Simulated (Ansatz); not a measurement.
## Grüneisen parameters and expansion of Ir (Iridium, Fm-3m)

Wanted: mode Grüneisen parameters of Iridium and a free-energy fit over volumes.

Program: Ansatz 0.2.0. Level of theory: DFT LDA, scalar-relativistic, plane waves, PAW; PAW set soft_1. Results are calculated unless marked as measured.

The database entry behind the starting cell differs from later determinations by our own check (0.1 to 0.3 % short, probably kX units), so it need not match the best structure at ambient conditions.

### Step 1. The starting structure

Symmetry: Fm-3m, No. 225, cubic system. The conventional cell has a = 3.831 Å, b = 3.831 Å, c = 3.831 Å, α = 90.00°, β = 90.00°, γ = 90.00°. Nearest to Ir lie 12 Ir at 2.71 Å.

### Step 2. Probe on a coarse mesh

A cheap single point shows whether the cell is a metal or an insulator and how far it is from rest; that sets the k-mesh and the occupations of what follows.

input.yaml reads:

```yaml
crystal:
  lattice:
    - [0.0, 1.9156, 1.9156]
    - [1.9156, 0.0, 1.9156]
    - [1.9156, 1.9156, 0.0]
  atoms:
    - { symbol: Ir, position: [0.0, 0.0, 0.0] }
kpoints:
  mp_grid: { grid: [8, 8, 8] }
hamiltonian:
  xc: lda
  pseudopotentials: { kind: paw, azcp: { folder: soft_1 }, xc_functional: pbe }
scf:
  occupations: { method: gaussian, width: 0.1 }
  lower_state_search: "off"
output:
  forces: true
  stress: true
  eigenvalues: true
```

The run is started by

```bash
$ ansatz run input.yaml --threads 8 --pin off --max-ram 16384MiB --backend cpu --events-out ev --progress --plain --runs-dir out
```

Numbers of over 12 decimals in the logs are rounded to 6 here.

The log of the run:

```text
Engine: ansatz 0.2.0, aarch64-unknown-linux-gnu
Pseudopotentials: kind: paw
Pseudopotential: Ir, paw, valence charge 17, recommended cutoff 420 eV (normal), soft_1/Ir.paw.azcp
Functional definition: SPW92
  exchange = slater_x
  correlation = pw_c
Crystal: 1 atoms, lattice volume = 14.059 Å³
Basis set: ecut = 420 eV, 283 PW (Γ)
Bands: 13, of which v1, the nominal top of the filled ones, is band 9 counted from 1 (8 counted from 0)
Symmetry: 48 space group operations
Space group: Fm-3m (ITA 225), of the structure as read, at distance tolerance 2.4e-5 Å
k-points: 29 of 512
Non-local potential: Ir, projectors of the file, l = 0: 3, l = 1: 2, l = 2: 2, l = 3: 1
PAW form: soft (Blöchl's): semilocal exchange-correlation on the pseudo side does not see the compensation charge
PAW frozen core: Ir, regenerated for the run's functional, and the local potential with it (the file was generated under x = pbe(κ = 0.804, μ = 0.219515), c = pbe(β = 0.066725))
PAW one-centre angular grid: Ir, 590 points (default); XC on 64 Gauss nodes
Initial density: superposition of atomic densities (chi_scale 0.1, normalization cell)
Initial wavefunctions: pseudopotential atomic-orbital guess
Functional: x = slater, c = lda
SCF iter   1: F=—  HF=-11664.575861 eV  |F-HF|=—  |Δ(HF+E_count)|=         —  Δρ=5.37e-2  dr2=2.63e-1  ethr=3.10e-3  ⟨swp⟩=5.0  Hψ=1940  notcnv=0
preconditioner: auto → none  [metal: Δε(μ)=0.028 eV  Ē_g=14.225 eV  σ=0.100 eV  W_gap=0.15  n_scr=0 (ndim 8)  ℏωp=29.7 eV  f_vac=0.000  D(μ)=1.82/eV (n_scr^D=26)]
SCF iter   2: F=—  HF=-11664.479479 eV  |F-HF|=—  |Δ(HF+E_count)|=   9.64e-2  Δρ=1.78e-2  dr2=9.24e-3  ethr=1.55e-3  ⟨swp⟩=2.4  Hψ=802  notcnv=0  defer=12
SCF iter   3: F=—  HF=-11664.475479 eV  |F-HF|=—  |Δ(HF+E_count)|=   4.00e-3  Δρ=7.91e-3  dr2=1.84e-3  ethr=5.44e-5  ⟨swp⟩=1.9  Hψ=540  notcnv=0  defer=12
SCF iter   4: F=—  HF=-11664.474533 eV  |F-HF|=—  |Δ(HF+E_count)|=   9.46e-4  Δρ=2.07e-4  dr2=1.86e-6  ethr=1.08e-5  ⟨swp⟩=1.0  Hψ=365  notcnv=0  defer=12
SCF iter   5: F=—  HF=-11664.474532 eV  |F-HF|=—  |Δ(HF+E_count)|=   8.02e-7  Δρ=3.27e-5  dr2=3.85e-8  ethr=5.88e-10  ⟨swp⟩=7.2  Hψ=1927  notcnv=0
SCF iter   6: F=-11664.474532 eV  HF=-11664.474532 eV  |F-HF|=3.78e-10  |Δ(HF+E_count)|=   1.13e-8  Δρ=2.86e-6  dr2=5.01e-10  ethr=2.27e-10  ⟨swp⟩=2.1  Hψ=1321  notcnv=0
SCF 1 converged in 6 iterations: F = -11664.474532 eV  dr2 = 5.01e-10
  greatest PAW one-centre occupation: 1.000 electrons in one spin orbital (limit 2), on the Ir atom at site 0 (counted from 0), in its partial waves of l = 0
SCF converged after 6 iterations
Free energy (F): -11664.474532 eV
Harris-Foulkes:  -11664.474532 eV  (|F-HF|=3.78e-10)
Internal energy: -11664.465326 eV  (E = F + TS)
E sigma→0 (E₀):  -11664.469929 eV
Entropy (-TS):   -0.009206 eV (-9.206 meV/atom)
Fermi energy:    25.696737 eV
--- Per-component energies (eV) ---
  E_band       = -86.064302
  E_kinetic    = 541.124934
  E_local      = -1097.994349  (includes V_loc(G=0)·N_el)
  E_nonlocal   = 196.913529
  E_hartree    = 408.803941
  E_xc         = -229.518708
  E_vxc        = -257.169987  (∫ρ·V_xc dr)
  E_paw        = -8994.139327  (= ΣΔE_a)
  E_vpaw       = -286.545920  (= ΣTr[D̂ρ^β])
  E_aug_tail   = 0.000346  (compensation charges beyond the density's cutoff)
  E_ewald      = -2490.067375
  E_core_change = 0.411683  (= ΣΔE_core)
  E_smearing   = -0.009206  (= −TS)
  E_closure    = 0.000000  (closes the sum)
  Σ components = -11664.474532   (vs F -11664.474532, Δ=0.00e0)
--- Forces (eV/Å), atoms counted from 1 ---
  atom   1  Ir    -0.00000000    -0.00000000     0.00000000
  max |Σ_I F_I| component: 9.86e-32 eV/Å
--- Stress (GPa, compression-positive) ---
       -4.716289       0.000000       0.000000
        0.000000      -4.716289       0.000000
       -0.000000      -0.000000      -4.716289
  P = ⅓ Tr σ = -4.7163 GPa (-47.163 kbar)
--- Band table (eV; the first three rows and the last of 29) ---
  k-point 0: bands = [... 5 lower, 21.6946, 21.6946, 21.6946, 24.4632, 24.4632, 39.2762, 44.7865, 44.7865]
  k-point 1: bands = [... 5 lower, 21.3707, 21.9617, 21.9617, 24.3147, 24.3147, 40.3956, 42.4700, 45.9313]
  k-point 2: bands = [... 5 lower, 21.1883, 22.1523, 22.1523, 24.6300, 24.6300, 39.1405, 41.9821, 48.8575]
  k-point 28: bands = [... 5 lower, 20.7096, 20.7096, 23.8256, 27.1496, 33.7564, 34.7132, 34.7132, 39.0721]
```

It took 0.29 s on 8 threads of Arm Neoverse V1, shared host; peak memory 0.25 GiB.

This step gave:

- pressure: -4.716 GPa
- volume per atom: 14.06 Å³/atom
- gap on the k-mesh: 0 eV

The start is under -4.7 GPa at this level and looks like a metal on this mesh.

### Step 3. Finding the static equilibrium

The vibrations must be taken about the equilibrium of this functional, not about the starting cell, so the structure is relaxed.

input.yaml, the sections that differ from step 2:

```yaml
kpoints:
  mp_grid: { grid: [18, 18, 18] }
output:
  forces: true
  stress: true
  eigenvalues: true
  write_density: true
  write_potential: true
  elf: true
  volumetric_format: npy
relax:
  adjacent_minimum: "off"
  f_tol: 0.005
  max_steps: 80
  cell: { stress_tol: 0.05 }
# crystal, hamiltonian, scf: as in step 2
```

The log of the run:

```text
[...]
Crystal: 1 atoms, lattice volume = 14.059 Å³
Basis set: ecut = 420 eV, 283 PW (Γ)
Bands: 13, of which v1, the nominal top of the filled ones, is band 9 counted from 1 (8 counted from 0)
Symmetry: 48 space group operations
[...]
k-points: 195 of 5832
[...]
SCF iter   1: F=—  HF=-11664.653258 eV  |F-HF|=—  |Δ(HF+E_count)|=         —  Δρ=5.05e-2  dr2=2.58e-1  ethr=3.10e-3  ⟨swp⟩=5.0  Hψ=13070  notcnv=0
[...]
SCF iter   6: F=-11664.553592 eV  HF=-11664.553592 eV  |F-HF|=6.38e-10  |Δ(HF+E_count)|=   1.41e-8  Δρ=3.64e-6  dr2=8.05e-10  ethr=2.48e-10  ⟨swp⟩=4.9  Hψ=12921  notcnv=0
SCF 1 converged in 6 iterations: F = -11664.553592 eV  dr2 = 8.05e-10
[...]
relax step   1: F+E_penalty+E_count = -11664.55359168 eV  Δ(F+E_penalty+E_count) = +0.000e0 eV  max|allowed force component| = 0.000e0 eV/Å  Δτ_max = 0.0000 Å  P = -6.199 GPa  Ω = 14.059 Å³  (6 SCF iters, dr2 threshold 1.00e-7 eV, accepted)
Crystal: 1 atoms, lattice volume = 13.439 Å³
Basis set: ecut = 420 eV, 259 PW (Γ)
[...]
iter 1 solved again at ethr=2.19e-6 eV; its pass at ethr=3.10e-3 eV (dr2=3.73e-4 eV) is discarded
[...]
SCF iter   4: F=-11664.542813 eV  HF=-11664.542813 eV  |F-HF|=1.25e-9  |Δ(HF+E_count)|=   1.14e-6  Δρ=1.59e-5  dr2=1.18e-8  ethr=5.88e-10  ⟨swp⟩=5.9  Hψ=13897  notcnv=0
SCF 2 converged in 4 iterations: F = -11664.542813 eV  dr2 = 1.18e-8
relax step   2: F+E_penalty+E_count = -11664.54281273 eV  Δ(F+E_penalty+E_count) = +1.078e-2 eV  max|allowed force component| = 0.000e0 eV/Å  Δτ_max = 0.0000 Å  P = +12.734 GPa  Ω = 13.439 Å³  energy of the carried Pulay correction = +2.233e-4 eV  (4 SCF iters, dr2 threshold 1.00e-7 eV, rejected (line search))
Crystal: 1 atoms, lattice volume = 13.849 Å³
[...]
SCF iter   5: F=-11664.558016 eV  HF=-11664.558016 eV  |F-HF|=7.28e-12  |Δ(HF+E_count)|=   1.12e-9  Δρ=3.35e-7  dr2=3.22e-12  ethr=1.00e-12  ⟨swp⟩=4.7  Hψ=11637  notcnv=0
SCF 3 converged in 5 iterations: F = -11664.558016 eV  dr2 = 3.22e-12
relax step   3: F+E_penalty+E_count = -11664.55801555 eV  Δ(F+E_penalty+E_count) = -4.424e-3 eV  max|allowed force component| = 0.000e0 eV/Å  Δτ_max = 0.0000 Å  P = -0.372 GPa  Ω = 13.849 Å³  energy of the carried Pulay correction = +7.423e-5 eV  (5 SCF iters, accepted)
[...]
relax step   4: F+E_penalty+E_count = -11664.55803504 eV  Δ(F+E_penalty+E_count) = -1.949e-5 eV  max|allowed force component| = 0.000e0 eV/Å  Δτ_max = 0.0000 Å  P = +0.012 GPa  Ω = 13.836 Å³  energy of the carried Pulay correction = +7.894e-5 eV  (2 SCF iters, dr2 threshold 1.00e-7 eV, accepted)
[...]
SCF iter   4: F=-11664.557954 eV  HF=-11664.557954 eV  |F-HF|=1.09e-11  |Δ(HF+E_count)|=  1.76e-10  Δρ=4.47e-7  dr2=8.28e-12  ethr=1.00e-12  ⟨swp⟩=4.0  Hψ=11777  notcnv=0
SCF 5 converged in 4 iterations: F = -11664.557954 eV  dr2 = 8.28e-12
relax step   5: F+E_penalty+E_count = -11664.55795373 eV  Δ(F+E_penalty+E_count) = +8.131e-5 eV  max|allowed force component| = 0.000e0 eV/Å  Δτ_max = 0.0000 Å  P = +0.017 GPa  Ω = 13.836 Å³  stress off target by 1.68e-2 GPa  SCF on the basis re-selected at this cell (its energy is not comparable with the rows above)  (4 SCF iters)
basis re-selected at this cell: Δ(F+E_penalty+E_count) = +8.131e-5 eV, ΔP = +0.004 GPa vs the last step (what re-selecting the basis moved, of the pressure what is left beyond the Pulay correction that the steps carried, after the strain that the cell walked since its last selection, with what the two solves' SCF thresholds leave and, on support functions, any second-order correction that the steps lacked; it is no measure of the basis error at this ecutwfc). This SCF's stress stands 1.68e-2 GPa from its target on what of the cell is left free (relax.cell.stress_tol is 5.00e-2 GPa) and its largest allowed force component is 0.00e0 eV/Å (relax.f_tol is 5.00e-3 eV/Å): [rest of the remark cut]
SCF converged after 4 iterations
Free energy (F): -11664.557954 eV
[...]
Internal energy: -11664.553091 eV  (E = F + TS)
E sigma→0 (E₀):  -11664.555522 eV
Entropy (-TS):   -0.004863 eV (-4.863 meV/atom)
Fermi energy:    26.206176 eV
[...]
--- Stress (GPa, compression-positive) ---
        0.016834      -0.000000      -0.000000
       -0.000000       0.016834      -0.000000
       -0.000000      -0.000000       0.016834
  P = ⅓ Tr σ = 0.0168 GPa (0.168 kbar)
--- Band table (eV; the first three rows and the last of 195) ---
  k-point 0: bands = [... 5 lower, 22.1246, 22.1246, 22.1246, 24.9454, 24.9454, 39.7651, 45.3425, 45.3425]
  k-point 1: bands = [... 5 lower, 22.0475, 22.1865, 22.1865, 24.9036, 24.9036, 40.0131, 44.6952, 45.5803]
  k-point 2: bands = [... 5 lower, 21.8504, 22.3489, 22.3489, 24.8119, 24.8119, 40.6951, 43.3721, 46.2745]
  k-point 194: bands = [... 5 lower, 20.6026, 21.6982, 24.3976, 27.7218, 34.4508, 34.6712, 35.9515, 39.7489]
--- Relaxed structure (4 steps of the walk, 3 accepted, 1 SCFs on fresh bases) ---
  F+E_penalty+E_count = -11664.55795373 eV   max|allowed force component| = 0.000e0 eV/Å   (the final SCF, on the basis selected at the relaxed cell)
  cell:  # Å, volume = 13.8363 Å³
    - [0, 1.905444, 1.905444]
    - [1.905444, 0, 1.905444]
    - [1.905444, 1.905444, 0]
  atoms:
    - { symbol: Ir, position: [0.0, 0.0, 0.0] }
```

Run time: 2.1 s. Hardware: 8 threads; peak memory 0.32 GiB.

Relaxation path:

```
step  energy less that of the first step (eV)  largest force component (eV/Å)  pressure (GPa)  volume (Å³)
   1                                   0.0000                          0.0000           -6.20        14.06
   2                                   0.0108                          0.0000           12.73        13.44
   3                                  -0.0044                          0.0000           -0.37        13.85
   4                                  -0.0044                          0.0000            0.01        13.84
  5*                                  -0.0044                          0.0000            0.02        13.84
```

Relaxation steps marked * repeat the geometry before them on a plane-wave basis chosen anew for their cell, so energy and pressure can jump there. Relaxation step 2 was tried and not accepted.

```
conventional cell, symmetrised  before  after  change
                         a (Å)   3.831  3.811  -0.5 %
                         b (Å)   3.831  3.811  -0.5 %
                         c (Å)   3.831  3.811  -0.5 %
              volume (Å³/atom)   14.06  13.84  -1.6 %
```

Final coordinates:

```cif
data_structure
_symmetry_space_group_name_H-M 'P 1'
_symmetry_Int_Tables_number 1
_cell_length_a 2.6947
_cell_length_b 2.6947
_cell_length_c 2.6947
_cell_angle_alpha 60.000
_cell_angle_beta 60.000
_cell_angle_gamma 60.000
_cell_volume 13.84
loop_
_atom_site_label
_atom_site_type_symbol
_atom_site_fract_x
_atom_site_fract_y
_atom_site_fract_z
_atom_site_occupancy
Ir1 Ir 0.00000 0.00000 0.00000 1
```

This step gave:

```
pressure        : 0.01683 GPa
volume per atom : 13.84 Å³/atom
```

Electrostatic potential energy in the ac plane of the conventional cell at fractional y = 0.000, with atoms of Ir within 0.2 Å of it. With pseudopotentials it is smooth inside the atoms' cores, unlike the true potential.

Values in eV, 13 rows by 14 columns, each cell a mean:
```
-52 -46 -28   3  22  27  28  28  28  25  16 -10 -36 -50
-37 -29 -10  13  23  26  26  26  26  25  21   4 -19 -34
 -7   0  12  21  23  22  19  18  20  23  23  18   7  -4
 19  20  23  23  17   6  -5  -9  -1  11  21  23  22  19
 26  26  25  20   3 -20 -35 -38 -30 -11  13  23  26  26
 28  28  25  16 -11 -37 -50 -52 -46 -28   3  22  27  28
 28  28  25  15 -14 -40 -52 -54 -49 -31   0  21  27  28
 28  27  25  19  -4 -29 -44 -47 -39 -20   8  22  26  28
 24  24  24  22  12  -6 -20 -24 -15   2  18  24  24  24
  7  12  18  22  21  17  10   8  13  19  22  21  16   9
-25 -17   0  17  24  25  24  24  24  25  22  11  -7 -22
-47 -40 -21   7  22  26  28  28  27  25  18  -5 -30 -44
-54 -49 -31   0  21  27  28  28  28  25  15 -14 -40 -52
```
Columns run along a (3.8 Å; values clipped at the 3rd and 97th percentile), rows up along c (3.8 Å), edges of the conventional cell, whose origin can differ from the input's. Atoms in or near the plane, at fractional coordinates: Ir at (0.00, 0.00), Ir at (0.50, 0.50).

Valence density in the ac plane of the conventional cell at fractional y = 0.000, with atoms of Ir within 0.2 Å of it. It is the smooth field of the valence electrons, not physical close to the nuclei.

Values in e/Å³, 13 rows by 14 columns, each cell a mean:
```
9.1 7.5 4.2 1.3 0.5 0.3 0.2 0.2 0.2 0.3 0.7 2.3 5.6 8.4
5.9 4.4 2.2 0.8 0.4 0.3 0.3 0.3 0.3 0.3 0.5 1.3 3.1 5.2
2.1 1.6 0.9 0.5 0.5 0.5 0.6 0.6 0.6 0.5 0.5 0.7 1.1 1.9
0.6 0.5 0.5 0.5 0.7 1.2 2.0 2.3 1.7 0.9 0.6 0.5 0.5 0.6
0.3 0.3 0.3 0.5 1.3 3.2 5.4 6.1 4.6 2.3 0.8 0.4 0.3 0.3
0.2 0.2 0.3 0.7 2.4 5.7 8.5 9.1 7.5 4.3 1.4 0.5 0.3 0.2
0.2 0.2 0.3 0.7 2.7 6.4 9.1 9.7 8.2 4.9 1.5 0.5 0.3 0.2
0.2 0.3 0.3 0.6 1.8 4.4 7.1 7.8 6.1 3.3 1.1 0.5 0.3 0.2
0.4 0.4 0.4 0.5 0.9 1.9 3.3 3.8 2.8 1.4 0.7 0.4 0.4 0.4
1.2 0.9 0.6 0.5 0.5 0.7 1.0 1.1 0.9 0.6 0.5 0.5 0.7 1.0
4.0 2.9 1.5 0.7 0.4 0.4 0.4 0.4 0.4 0.4 0.5 0.9 2.0 3.5
7.9 6.3 3.4 1.1 0.5 0.3 0.2 0.2 0.3 0.3 0.6 1.8 4.6 7.2
9.7 8.2 4.9 1.5 0.5 0.3 0.2 0.2 0.2 0.3 0.7 2.7 6.4 9.1
```
Columns run along a (3.8 Å), rows up along c (3.8 Å), edges of the conventional cell, whose origin can differ from the input's. Atoms in or near the plane, at fractional coordinates: Ir at (0.00, 0.00), Ir at (0.50, 0.50).

ELF in the ac plane of the conventional cell at fractional y = 0.000, with atoms of Ir within 0.2 Å of it. It is the smooth field of the valence electrons, not physical close to the nuclei.

Ten even steps from '_' (0.15) to '@' (0.59), each cell a mean:
```
%%@@@@++::..____..::--##@@%%
@@@@**==--::....::::--++##@@
##**======----------====++**
------==--++**##**====------
....::--++%%@@@@@@##==--::..
____::--##@@%%##@@@@++::..__
____..==%%@@%%**@@@@**::..__
__..::--**%%@@@@@@%%==::::..
::::----==**%%@@##++----::::
++==--====--==++==--==----==
@@##++==--::::::::----==**%%
@@@@%%++::::..__..::--**@@@@
**@@@@**::..______..==%%@@%%
```
Columns run along a (3.8 Å), rows up along c (3.8 Å), edges of the conventional cell, whose origin can differ from the input's. Atoms in or near the plane, at fractional coordinates: Ir at (0.00, 0.00), Ir at (0.50, 0.50).

The relaxation ends with a pressure of 0.02 GPa.

### Step 4. Relaxing to small residual forces and stress

The relaxation is repeated with tighter thresholds on force and stress, since phonons are sensitive to what is left; a change of mesh or smearing in the input moves the cell too.

input.yaml reads:

```yaml
crystal:
  lattice:
    - [0.0, 1.9054439624, 1.9054439624]
    - [1.9054439624, 0.0, 1.9054439624]
    - [1.9054439624, 1.9054439624, 0.0]
  atoms:
    - { symbol: Ir, position: [0.0, 0.0, 0.0] }
kpoints:
  mp_grid: { grid: [20, 20, 20] }
hamiltonian:
  xc: lda
  pseudopotentials: { kind: paw, azcp: { folder: soft_1 }, xc_functional: pbe }
scf:
  occupations: { method: methfessel_paxton, width: 0.2 }
  lower_state_search: "off"
output:
  forces: true
  stress: true
  eigenvalues: true
relax:
  adjacent_minimum: "off"
  f_tol: 0.001
  max_steps: 60
  cell: { stress_tol: 0.01 }
```

The log of the run:

```text
[...]
Crystal: 1 atoms, lattice volume = 13.836 Å³
Basis set: ecut = 420 eV, 283 PW (Γ)
Bands: 13, of which v1, the nominal top of the filled ones, is band 9 counted from 1 (8 counted from 0)
Symmetry: 48 space group operations
[...]
k-points: 256 of 8000
[...]
k-point 2: bands = [... 5 lower, 21.9013, 22.3170, 22.3170, 24.8361, 24.8361, 40.5436, 43.6655, 46.1138]
  k-point 255: bands = [... 5 lower, 21.1306, 21.1306, 24.2918, 27.7291, 34.4360, 35.3658, 35.3658, 39.7732]
--- Relaxed structure (3 steps of the walk, 2 accepted, 1 SCFs on fresh bases) ---
[...]
cell:  # Å, volume = 13.8315 Å³
    - [0, 1.905225, 1.905225]
    - [1.905225, 0, 1.905225]
    - [1.905225, 1.905225, 0]
  atoms:
    - { symbol: Ir, position: [0.0, 0.0, 0.0] }
[key lines of the parts left out:]
SCF converged after 6 iterations
Free energy (F): -11664.558266 eV
Fermi energy:    26.125362 eV
P = ⅓ Tr σ = -0.0001 GPa (-0.001 kbar)
```

Elapsed: 2.1 s, on 8 threads; peak memory 0.33 GiB.

Little changed from the start: no atom moved by 0.005 Å and no cell edge by 0.1 %.

Numbers from this step:

| Property | Result |
| --- | --- |
| pressure | -1.21e-4 GPa |
| volume per atom | 13.83 Å³/atom |

The residual pressure is -1.2e-4 GPa, small enough for phonons.

(Part 1 of 3 ends here.)

[Logs are printed without paths, hosts, clocks, repeated set-up lines and the standing remarks that a program may print on its own settings, such as how far it seeks lower states.]

[Hosts, paths, dates, database ids (printed as entryN), source tags and the programs' standing remarks are cut or masked in the printed files.]

[A step with changed settings may run another functional than the one named; its input shows which.]

[Of the runs on displaced cells, only some may be shown.]
